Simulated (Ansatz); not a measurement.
Consider NaVS2 (P-3m1).

```xyz
4
Lattice="-2.5097 0.0000 -2.5097 2.5097 -2.5097 0.0000 -3.8613 -3.8613 3.8613" Properties=species:S:1:pos:R:3 pbc="T T T"
Na   -1.9307   -1.9307    1.9307
V     0.0000    0.0000    0.0000
S    -3.9177   -3.9177    1.4081
S     0.0564   -2.4533   -0.0564
```

The cell and positions are those that the Materials Project relaxed with its own functionals (PBE, PBE+U or r2SCAN), kept fixed. PAW set soft_2, made with PBE.

A constrained-RPA run (Ansatz 0.2.0; non-magnetic LDA; V d, bands v1 to c4, 6×6×4 mesh, medium accuracy) builds 5 functions on bands 3.2 eV wide, with 2.0 electrons in the window. The bare on-site interaction is 13.8 eV and the bare J 0.43 eV.

What U and J survive the screening?

On the V d shell, U = 2.43 eV (18 % of the bare value), U′ = 1.75 eV, J = 0.32 eV.

The parent state is non-magnetic and the interaction static (zero frequency); U depends on the window and the orbitals, so it belongs to this model alone.

[Paths, hosts, dates, memory and timing lines, banners, echoed tables and standing remarks are left out of the program output.]

[Logs are printed without paths, hosts, clocks, repeated set-up lines and the standing remarks that a program may print on its own settings, such as how far it seeks lower states.]

[Runs of the session that timed out or met a known fault of the program may be left out.]

[Hosts, paths, dates, database ids (printed as entryN), source tags and the programs' standing remarks are cut or masked in the printed files.]
